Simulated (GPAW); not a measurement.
**Dielectric function and optical constants of C**

Aim: the dielectric function of C, and the optical constants that follow from it.

Calculated with GPAW 26.7.0; DFT, PBE, plane-wave PAW (GPAW data sets), scalar-relativistic, RPA, optical limit.

### Step 1. Set-up

Symmetry: Fd-3m, No. 227, cubic system. Conventional cell: a = 3.567 Å, b = 3.567 Å, c = 3.567 Å, α = 90.00°, β = 90.00°, γ = 90.00°. Nearest to C lie 4 C at 1.54 Å.

Structure file:

```cif
data_structure
_symmetry_space_group_name_H-M 'Fd-3m:1'
_symmetry_Int_Tables_number 227
_cell_length_a 3.5667
_cell_length_b 3.5667
_cell_length_c 3.5667
_cell_angle_alpha 90.000
_cell_angle_beta 90.000
_cell_angle_gamma 90.000
_cell_volume 45.37
loop_
_atom_site_label
_atom_site_type_symbol
_atom_site_symmetry_multiplicity
_atom_site_Wyckoff_symbol
_atom_site_fract_x
_atom_site_fract_y
_atom_site_fract_z
_atom_site_occupancy
C1 C 8 a 0.25000 0.25000 0.25000 1
```

### Step 2. Bands for the response

At the fixed density, many empty bands are solved on the mesh of the response, since the spectrum sums over them.

This step: DFT, PBE, plane-wave PAW (GPAW data sets), scalar-relativistic, bands at fixed density (GPAW 26.7.0).

The input, nscf.py:

```python
from ase.dft.bandgap import bandgap
from gpaw import GPAW, FermiDirac

calc = GPAW('gs.gpw').fixed_density(kpts={'size': (20, 20, 20), 'gamma': True}, nbands=20, convergence={'bands': 14},
                                    occupations=FermiDirac(0.001), txt='nscf.txt')
print('gap (eV)', bandgap(calc, output=None)[0])
print('direct gap (eV)', bandgap(calc, direct=True, output=None)[0])
print('top band over the Fermi level (eV)', min(calc.get_eigenvalues(kpt=k)[13] for k in range(len(calc.get_ibz_k_points()))) - calc.get_fermi_level())
calc.write('full.gpw', mode='all')
```

Started as:

```console
$ OMP_NUM_THREADS=1 python nscf.py
```

Numbers of over 12 decimals in the logs are rounded to 6 here.

What it wrote:

```text
Diagonalizing LCAO Hamiltonian
Converting LCAO to pw mode
convergence criteria:
- Maximum integral of absolute [eigenst]ate change: 4e-08 eV^2 / valence electron
maximum number of iterations: 150

SCF iterations
|iter     |      energy | eigst |  dens |
|iter:   1||             | +2.92 |       |
|iter:   2||             | +1.24 |       |
|iter:   3||             | -1.07 |       |
|iter:   4||             | -2.77 |       |
|iter:   5||             | -4.93 |       |
|iter:   6||             | -6.55 |       |
|iter:   7||             | -7.81c|       |
SCF steps: 7
  __  _  _
 | _ |_)|_||  |
 |__||  | ||/\| - 26.7.0

Versions:
  Python: 3.12.14
  ASE:    3.29.0
  Numpy:  2.5.5
  Scipy:  1.18.1
  Libxc:  7.0.0

Input parameters:
  mode=PW(ecut=550.0),
  convergence={'bands': 14},
  gpts=array([14, 14, 14]),
  kpts=MonkhorstPack(size=(20, 20, 20), gamma=True),
  maxiter=150,
  nbands=20,
  occupations=Occupations(name='fermi-dirac', width=0.001, fixmagmom=False),
  parallel={},
  xc=XC(name='PBE')

--- standard output ---
gap (eV) 4.137621
direct gap (eV) 5.598950
top band over the Fermi level (eV) 25.762704
```

Wall time 27 s (1 thread of Arm Neoverse V1, shared host); peak memory 0.17 GiB.

Numbers from this step:

```
gap on the k-mesh      : 4.138 eV
direct gap on the mesh : 5.599 eV
```

### Step 3. Dielectric function, RPA

Transitions between filled and empty bands, summed over the zone, give the optical response, so mesh, band count and broadening shape it.

The induced potential is part of this response.

This step: DFT, PBE, plane-wave PAW (GPAW data sets), scalar-relativistic, RPA, optical limit (GPAW 26.7.0).

The input, df.py:

```python
from gpaw.response.df import DielectricFunction

df = DielectricFunction('full.gpw', frequencies={'type': 'nonlinear', 'domega0': 0.03, 'omega2': 8},
                        ecut=70,
                        eta=0.12,
                        nbands=14,
                        txt='df.txt')
for direction in ['x']:
    df.get_dielectric_function(xc='RPA', direction=direction, filename=f'df_{direction}.csv')
```

Started as:

```console
$ OMP_NUM_THREADS=1 python df.py
```

What it wrote:

```text
Using integrator: PointIntegrator
NonLinearFrequencyDescriptor(from 0.000 to 65.392 eV, 498 points)
Nonperiodic BCs:  [False False False]
Using integrator: PointIntegrator
NonLinearFrequencyDescriptor(from 0.000 to 65.392 eV, 498 points)
Nonperiodic BCs:  [False False False]

Calculating chi0 body with:
    Ground state adapter containing:
    Number of spins: 1
    Number of kpoints: 8000
    Number of irreducible kpoints: 256
    Number of completely occupied states: 4
    Number of partially occupied states: 4

    Linear response parametrization:
    q_c: [0.0, 0.0, 0.0]
    Number of frequency points: 498
    Planewave cutoff: 70.0
    Number of bands: 14
    Number of planewaves: 15
    Broadening (eta): 0.12

Integrating chi0 body.

Symmetries of q_c:
    Direct symmetries (Uq -> q): 24
    Indirect symmetries (TUq -> q): 24
In total 48 allowed symmetries.

256 groups of equivalent kpoints. 96.8% reduction.

Integral kind: spectral function

Calculating chi0 optical extensions with:
    Ground state adapter containing:
    Number of spins: 1
    Number of kpoints: 8000
    Number of irreducible kpoints: 256
    Number of completely occupied states: 4
    Number of partially occupied states: 4

    Linear response parametrization:
    Number of frequency points: 498
    Planewave cutoff: 70.0
    Number of bands: 14
    Number of planewaves: 15
    Broadening (eta): 0.12
Integrating chi0 head and wings.

Symmetries of q_c:
    Direct symmetries (Uq -> q): 24
    Indirect symmetries (TUq -> q): 24
In total 48 allowed symmetries.

256 groups of equivalent kpoints. 96.8% reduction.

Integral kind: spectral function wings
```

It took 4.9 s on 1 thread; peak memory 0.17 GiB.

Numbers from this step:

| Item | Value |
| --- | --- |
| electronic dielectric constant ε∞, mean over x, y and z (by symmetry where fewer were run) | 5.779 |
| main peak of Im epsilon, first axis | 11.54 eV |

Values under the direct gap are tails of Lorentzian lines. Table of Im ε, E ∥ x by photon energy; read off at these points:

photon energy (eV), Im ε, E ∥ x and a bar:
```
     0.00        0.0 
     0.50        0.0 
     1.00        0.0 
     1.50        0.0 
     2.00        0.0 
     2.50        0.0 
     3.00        0.0 
     3.50        0.1 
     4.00        0.1 
     4.50        0.1 
     5.00        0.2 
     5.50        0.4 #
     6.00        1.7 ##
     6.50        2.8 ####
     7.00        2.7 ###
     7.50        3.0 ####
     8.00        3.9 #####
     8.50        4.2 #####
     9.00        5.1 ######
     9.50        5.7 #######
    10.00        7.6 ##########
    10.50        9.1 ############
    11.00       20.7 ##########################
    11.50       23.5 ##############################
    12.00        9.5 ############
    12.50        7.8 ##########
    12.92       10.9 ##############
    13.00       10.3 #############
    13.50        5.6 #######
```

Table of Re ε, E ∥ x by photon energy:

```csv
photon energy (eV),"Re ε, E ∥ x"
0.0,5.78
0.5,5.79
1.0,5.82
1.5,5.88
2.0,5.96
2.5,6.07
3.0,6.22
3.5,6.41
4.0,6.66
4.5,7.00
5.0,7.49
5.5,8.39
6.0,8.37
6.5,8.38
7.0,8.52
7.5,8.25
8.0,8.52
8.5,8.80
9.0,9.50
9.5,9.85
10.0,11.6
10.5,12.4
11.0,10.3
11.5,0.466
12.0,-5.91
12.5,-1.38
13.0,-4.35
13.5,-4.39
```

The loss function −Im 1/ε at q → 0, E ∥ x has structure finer than the step of the table below, so its rows give means over 0.5 eV, whole bins alone (the curve runs from 0 to 14.0 eV). Peaks (eV: height): 12.50: 0.125.

Values under the direct gap are tails of Lorentzian lines. Loss function −Im 1/ε at q → 0, E ∥ x against energy loss; means over each step:

```csv
energy loss (eV),"loss function −Im 1/ε at q → 0, E ∥ x"
0.5,1.6e-4
1.0,3.1e-4
1.5,4.8e-4
2.0,6.5e-4
2.5,8.3e-4
3.0,0.00103
3.5,0.00127
4.0,0.00157
4.5,0.00198
5.0,0.00278
5.5,0.00671
6.0,0.0205
6.5,0.0314
7.0,0.0338
7.5,0.0401
8.0,0.0419
8.5,0.0449
9.0,0.0439
9.5,0.0459
10.0,0.0432
10.5,0.0406
11.0,0.0406
11.5,0.0455
12.0,0.0771
12.5,0.117
13.0,0.0869
13.5,0.108
```

Values under the direct gap are tails of Lorentzian lines. Im ε, E ∥ x against photon energy; read off at these points:

```csv
photon energy (eV),without local fields,with local fields
0.00,0,0
0.50,0.00545,0.00519
1.00,0.0111,0.0106
1.50,0.0172,0.0164
2.00,0.0241,0.0229
2.50,0.0321,0.0306
3.00,0.0420,0.0399
3.50,0.0549,0.0521
4.00,0.0730,0.0692
4.50,0.102,0.0965
5.00,0.162,0.153
5.50,0.466,0.437
6.00,1.82,1.71
6.50,3.02,2.83
7.00,2.83,2.66
7.50,3.18,2.96
8.00,4.11,3.85
8.50,4.47,4.19
9.00,5.41,5.07
9.50,6.09,5.70
10.00,8.26,7.64
10.50,9.78,9.11
11.00,22.1,20.7
11.50,23.7,23.5
12.00,9.38,9.52
12.50,7.85,7.76
12.92,10.7,10.9
13.00,10.1,10.3
13.50,5.57,5.62
```

The reflectivity at normal incidence, E ∥ x has structure finer than the step of the table below, so its rows give means over 0.5 eV, whole bins alone (the curve runs from 0 to 14.0 eV). Peaks (eV: height): 11.71: 63.9, 13.34: 58.2.

Table of reflectivity at normal incidence, E ∥ x by photon energy; means over each step:

```csv
photon energy (eV),"reflectivity at normal incidence, E ∥ x (%)"
0.5,17.0
1.0,17.1
1.5,17.3
2.0,17.5
2.5,17.9
3.0,18.3
3.5,18.8
4.0,19.5
4.5,20.4
5.0,21.7
5.5,23.7
6.0,25.0
6.5,25.5
7.0,25.7
7.5,26.1
8.0,27.1
8.5,27.8
9.0,29.7
9.5,30.9
10.0,34.5
10.5,38.0
11.0,48.2
11.5,56.5
12.0,57.6
12.5,44.2
13.0,52.3
13.5,55.6
```

At chosen wavelengths:

```csv
wavelength (nm),n,k,R (%),1/α
1550,2.41,0.002,17.1,71 µm
1064,2.42,0.003,17.2,33 µm
800,2.43,0.004,17.3,18 µm
532,2.46,0.006,17.7,7.5 µm
450,2.48,0.007,18.1,5.1 µm
405,2.50,0.008,18.3,3.9 µm
365,2.52,0.010,18.7,3.0 µm
```

Below the direct gap, k and the depth come from the tails of the Lorentzian lines, not from transitions.

### Step 4. Outcome

```
electronic dielectric constant ε∞, mean over x, y and z (by symmetry where fewer were run) (RPA) : 5.78
main peak of Im epsilon, first axis                                                              : 11.5 eV
```

In words: At this level (PBE, RPA) C has ε∞ = 5.78 and n = 2.41 at 1550 nm, and Im ε peaks at 11.5 eV. On the mesh the gap is 4.14 eV and the least direct gap 5.60 eV, so on this mesh the band edges lie at different points. Local fields change the static value along x from 5.93 to 5.78 (-3 %). Distinct maxima of Im ε, read by a parabola through the highest points, lie at 11.06 eV (22), 11.54 eV (24) and 12.91 eV (11). Excitons and phonon-assisted transitions are missing; PBE gaps are as a rule too small, which pulls the onset down and ε∞ up. The sum runs over mesh points, so small or evenly spaced maxima can still be ripples of the mesh.

[Machine, clock and banner lines and Python warnings are left out of the logs.]

[Logs are printed without paths, hosts, clocks, repeated set-up lines and the standing remarks that a program may print on its own settings, such as how far it seeks lower states.]

[Hosts, paths, dates, database ids (printed as entryN), source tags and the programs' standing remarks are cut or masked in the printed files.]
